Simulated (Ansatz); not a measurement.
# Elastic response of glassy Ca3Al2Si3O12 (100 atoms), part 4 of 4

Aim: relax glassy Ca3Al2Si3O12 (100 atoms), then change its volume and shape to read moduli from the stress.

Ansatz 0.2.0; Kohn-Sham DFT, PBE, PAW (set soft_2), plane waves.

The cell: 10 Al, 15 Ca, 60 O and 15 Si. The quench rate of 20 K/ps far exceeds what a furnace or splat quench reaches. The starting topology of bonds comes from the classical model. Sampling is at Γ alone.

So far. Step 11 (Compressed by 1 % along x): The relaxation converged after 7 steps, 0.0684 eV below its start, with a largest force component of 0.024 eV/Å. Step 11 (Compressed by 1 % along x): Compressed by 1 % along x: the energy stands 0.0562 eV above that of the reference, at a pressure of 0.697 GPa.

**12. Sheared by 2 % in xy**

A shear of the relaxed cell gives the modulus that volume changes can't reach.

input.yaml reads:

```yaml
crystal:
  lattice:
    - [11.10716, 0.19133, -0.15968]
    - [0.19183, 11.15694, 0.08462]
    - [-0.15883, 0.08302, 10.92811]
  atoms:
    [... the 100 atom lines of step 4 ...]
kpoints:
  mp_grid: { grid: [1, 1, 1] }
hamiltonian:
  xc: pbe
scf:
  occupations: { method: fixed }
output:
  forces: true
  eigenvalues: true
  stress: true
relax:
  f_tol: 0.05
  max_steps: 70
```

On the command line:

```sh
ansatz run input.yaml --threads 4 --pin off --max-ram 8192MiB --backend cpu --events-out ev --progress --plain --runs-dir out
```

Numbers of over 12 decimals in the logs are rounded to 6 here.

The log of the run:

```text
[...]
Crystal: 100 atoms, lattice volume = 1353.465 Å³
Basis set: ecut = 420 eV, 26469 PW (Γ), exchange–correlation on 150×150×150 points (8 copies of the dense FFT grid, shifted against one another)
Bands: 400, of which v1, the nominal top of the filled ones, is band 300 counted from 1 (299 counted from 0)
Symmetry: 1 space group operations
[...]
k-points: 1
[...]
SCF iter   1: F=—  HF=-76352.832368 eV  |F-HF|=—  |Δ(HF+E_count)|=         —  Δρ=2.03e-3  dr2=7.73e-2  ethr=1.77e-3  ⟨swp⟩=5.0  Hψ=1443  notcnv=0  defer=98
[...]
SCF iter   5: F=—  HF=-76352.828706 eV  |F-HF|=—  |Δ(HF+E_count)|=   6.81e-5  Δρ=1.08e-4  dr2=1.54e-4  ethr=8.33e-8  ⟨swp⟩=2.0  Hψ=571  notcnv=0  defer=98
SCF iter   6: F=-76352.828731 eV  HF=-76352.828726 eV  |F-HF|=5.75e-6  |Δ(HF+E_count)|=   1.96e-5  Δρ=3.81e-5  dr2=2.05e-5  ethr=1.04e-8  ⟨swp⟩=16.0  Hψ=2804  notcnv=0
SCF 1 converged in 6 iterations: F = -76352.828731 eV  dr2 = 2.05e-5
[...]
relax step   1: F+E_penalty+E_count = -76352.82873129 eV  Δ(F+E_penalty+E_count) = +0.000e0 eV  max|allowed force component| = 5.483e-1 eV/Å  Δτ_max = 0.0000 Å  (6 SCF iters, dr2 threshold 6.25e-5 eV, accepted)
[...]
relax step   2: F+E_penalty+E_count = -76352.89794480 eV  Δ(F+E_penalty+E_count) = -6.921e-2 eV  max|allowed force component| = 3.347e-1 eV/Å  Δτ_max = 0.0264 Å  (6 SCF iters, dr2 threshold 1.88e-5 eV, accepted)
[...]
relax step   3: F+E_penalty+E_count = -76352.93101626 eV  Δ(F+E_penalty+E_count) = -3.307e-2 eV  max|allowed force component| = 9.699e-2 eV/Å  Δτ_max = 0.0231 Å  (6 SCF iters, dr2 threshold 7.00e-6 eV, accepted)
relax step   4: F+E_penalty+E_count = -76352.85536652 eV  Δ(F+E_penalty+E_count) = +7.565e-2 eV  max|allowed force component| = 3.437e-1 eV/Å  Δτ_max = 0.1630 Å  (10 SCF iters, rejected (line search))
relax step   5: F+E_penalty+E_count = -76352.93950296 eV  Δ(F+E_penalty+E_count) = -8.487e-3 eV  max|allowed force component| = 6.019e-2 eV/Å  Δτ_max = 0.0352 Å  (9 SCF iters, accepted)
relax step   6: F+E_penalty+E_count = -76352.91971874 eV  Δ(F+E_penalty+E_count) = +1.978e-2 eV  max|allowed force component| = 1.244e-1 eV/Å  Δτ_max = 0.1000 Å  (9 SCF iters, rejected (line search))
[...]
relax step   7: F+E_penalty+E_count = -76352.94189956 eV  Δ(F+E_penalty+E_count) = -2.397e-3 eV  max|allowed force component| = 3.657e-2 eV/Å  Δτ_max = 0.0224 Å  (9 SCF iters, accepted)
SCF converged after 9 iterations
Free energy (F): -76352.941900 eV
[...]
Internal energy: -76352.941900 eV  (E = F + TS)
E sigma→0 (E₀):  -76352.941900 eV
Fermi energy:    4.736908 eV
[...]
Σ components = -76352.941900   (vs F -76352.941900, Δ=0.00e0)
--- Forces (eV/Å), atoms counted from 1 ---
  atom   1  Al     0.01275830     0.00066415     0.00292594
  atom   2  Al    -0.00777060    -0.00246115    -0.01865338
  atom   3  Al    -0.00038664    -0.01138224     0.01891753
  atom   4  Al     0.00803877    -0.00377059    -0.00318142
[...]
atom 100  Si     0.00792880     0.01720659    -0.00656402
  max |Σ_I F_I| component: 9.22e-5 eV/Å
--- Stress (GPa, compression-positive) ---
        0.013290      -0.616621      -0.136076
       -0.616620       0.090368      -0.022958
       -0.136076      -0.022957       0.009542
  P = ⅓ Tr σ = 0.0377 GPa (0.377 kbar)
--- Band table (eV) ---
[...]
--- Relaxed structure (7 steps of the walk, 5 accepted, 0 SCFs on fresh bases) ---
  F+E_penalty+E_count = -76352.94189956 eV   max|allowed force component| = 3.657e-2 eV/Å
  atoms:
    - { symbol: Al, position: [0.870958, 0.038745, 0.053625] }
    - { symbol: Al, position: [0.030680, 0.287508, 0.750677] }
    - { symbol: Al, position: [0.543055, 0.078691, 0.558718] }
    - { symbol: Al, position: [0.921788, 0.705281, 0.205179] }
[...]
- { symbol: Si, position: [0.625464, 0.725901, 0.138053] }
```

Wall time 1.7 min (4 threads of Arm Neoverse V2, shared host); peak memory 1.8 GiB; 6.6 min of CPU time.

The relaxation converged after 7 steps, 0.113 eV below its start, with a largest force component of 0.037 eV/Å.

Sheared by 2 % in xy: the energy stands 0.0556 eV above that of the reference, at a pressure of 0.0377 GPa.

**13. Pressure against volume**

Atoms are relaxed at each volume, in the scaled cell.

```tsv
volume change (%)	volume (Å³/atom)	energy change (meV/atom)	pressure (GPa)	largest move on relaxing (Å)	bonds	gap (eV)
-10	12.182	31.09	7.88	0.60	195	3.98
-6	12.724	10.59	4.36	0.31	194	3.97
-3	13.130	2.65	2.03	0.17	193	3.93
+0	13.536	0.00	0.02	-	190	3.81
+3	13.942	2.02	-1.54	0.27	186	3.70
+6	14.348	6.57	-2.52	0.81	186	3.73
```

**14. Uniaxial strain and shear**

Stress (GPa, compression positive) less that of the relaxed cell, atoms relaxed:

```tsv
strain	xx	yy	zz	xy	energy change (meV/atom)
stretched by 1 % along x	-1.238	-0.251	-0.350	-0.015	0.51
compressed by 1 % along x	1.270	0.367	0.392	0.020	0.56
sheared by 2 % in xy	-0.004	0.052	0.002	-0.621	0.56
```

**15. What came out**

The bulk modulus, from the slope of pressure against ln V over the three points nearest the relaxed volume, is 59.6 GPa; a quadratic over all points gives a pressure derivative of about 6.0. The count of bonds runs from 186 to 195 over the series, so at some points contacts cross the cutoffs. At -10 % and +6 % some atom moved by over 0.5 Å on relaxing, so those points may sit in another local minimum. The gap goes from 3.98 eV at the smallest volume to 3.73 eV at the largest, -1.9 eV per unit of ln V by a straight line, not monotonically (lowest 3.70, highest 3.98 eV), on the run's k-points. In the Cartesian axes of the cell, finite differences give C11 = 125, C12 = 30.9, C13 = 37.1 and C66 = 31.1 GPa (the shear of 2 % is the engineering strain, εxy = 0.01). The mean of C11, C12 and C13, which equals the bulk modulus in a cubic or isotropic solid, is 64.5 GPa: it agrees with the bulk modulus within 10 %. For an isotropic solid C66 would equal (C11 − C12)/2 = 47.2 GPa; so small a sample needn't be isotropic, and C66 rests on one shear. With the bulk modulus and C66 as K and G, Young's modulus would be about 79 GPa and Poisson's ratio 0.28.

Caveats: Strains are finite and relaxations stop at the force tolerance of the input, which can leave moduli too stiff; they are those of a static cell at zero temperature. Volumes are changed with the cell's shape held, so in an anisotropic solid the modulus lies over the one under free hydrostatic load. The program notes that the SCF threshold of the relaxations is loose for the stress.

The DFT runs together took 23 min of wall time.

[Logs are printed without paths, hosts, clocks, repeated set-up lines and the standing remarks that a program may print on its own settings, such as how far it seeks lower states.]

[Hosts, paths, dates, database ids (printed as entryN), source tags and the programs' standing remarks are cut or masked in the printed files.]
